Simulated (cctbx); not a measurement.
# Symmetry from intensities

Cell: a = 4.3570 Å, b = 6.8820 Å, c = 14.5250 Å, α = 90.00°, β = 90.00°, γ = 90.00°. Expected content of the cell: Gd6 Sn8 Be8.

The data are simulated with cctbx, not measured: Mo Kα, λ = 0.71073 Å, to d = 0.7 Å, 95 % of the full sphere, strongest reflection 5000 counts, noise from counting, a 1.5 % proportional error and a noise floor of 8 counts (s.d.); no absorption.

Tests on the unmerged data give:

```text
5099 reflections to d = 0.700 A
centring   violations  <I/sigma> of those
    A        895 of  2568      5.4
    B        898 of  2566      5.4
    C        871 of  2538      5.5
    I          0 of  2547      0.0
    R       1175 of  3414      5.4
    F       1332 of  3836      5.4
Laue class    unique    Rint  (classes that these axes allow; Friedel mates merged)
I 1 2/m 1         718   0.042
I 1 1 2/m         695   0.044
I 2/m 1 1         748   0.042
I m m m           414   0.046
space group    extra absences  I>4sigma  <I/sigma>
I 2 2 2                 0          0         -  acentric
I 21 21 21              0          0         -  acentric
I m m 2                 0          0         -  acentric
I 2 m m                 0          0         -  acentric
I m 2 m                 0          0         -  acentric
I m m m                 0          0         -  centric
Wilson B = 0.38 A^2   <|E^2-1|> = 0.786 (0.968 centric, 0.736 acentric)   E^2>4: 2.2 %
shell (A)         n   <I/sigma>
 7.26 - 1.40     60     31.7
 1.40 - 1.11     55     29.4
 1.11 - 0.97     55     26.7
 0.97 - 0.88     48     25.2
 0.88 - 0.82     50     20.8
 0.82 - 0.77     51     19.1
 0.77 - 0.73     45     19.0
 0.73 - 0.70     50     20.3
```

**Question.** What are the lattice type, the Laue class and the likely space group?

The reflections that I centring forbids are absent (⟨I/σ⟩ near 0), so the lattice is I.

Rint stays low (0.042 to 0.046) up to I m m m, the highest class in these axes.

6 settings pass the absence test. No glide or screw absences show, which leaves I 2 2 2, I 21 21 21, I m m 2, I 2 m m, I m 2 m and I m m m.

⟨|E²−1|⟩ = 0.786 leans to a non-centrosymmetric structure. Here that hint misleads: the statistic assumes many like atoms on general positions, and few, heavy or special-position atoms break it. The Wilson B of 0.38 Å² means U ≈ 0.0048 Å².

The true group is Immm (no. 71), Laue class mmm, centrosymmetric. The tables only narrow the choice to the tied entries; cell content, site symmetry and trial solutions must settle it.

The model was made for the exercise: a known structure type with other elements put in, its volume estimated, not relaxed; displacement parameters are assumed.

[Logs are printed without paths, hosts, clocks, repeated set-up lines and the standing remarks that a program may print on its own settings, such as how far it seeks lower states.]
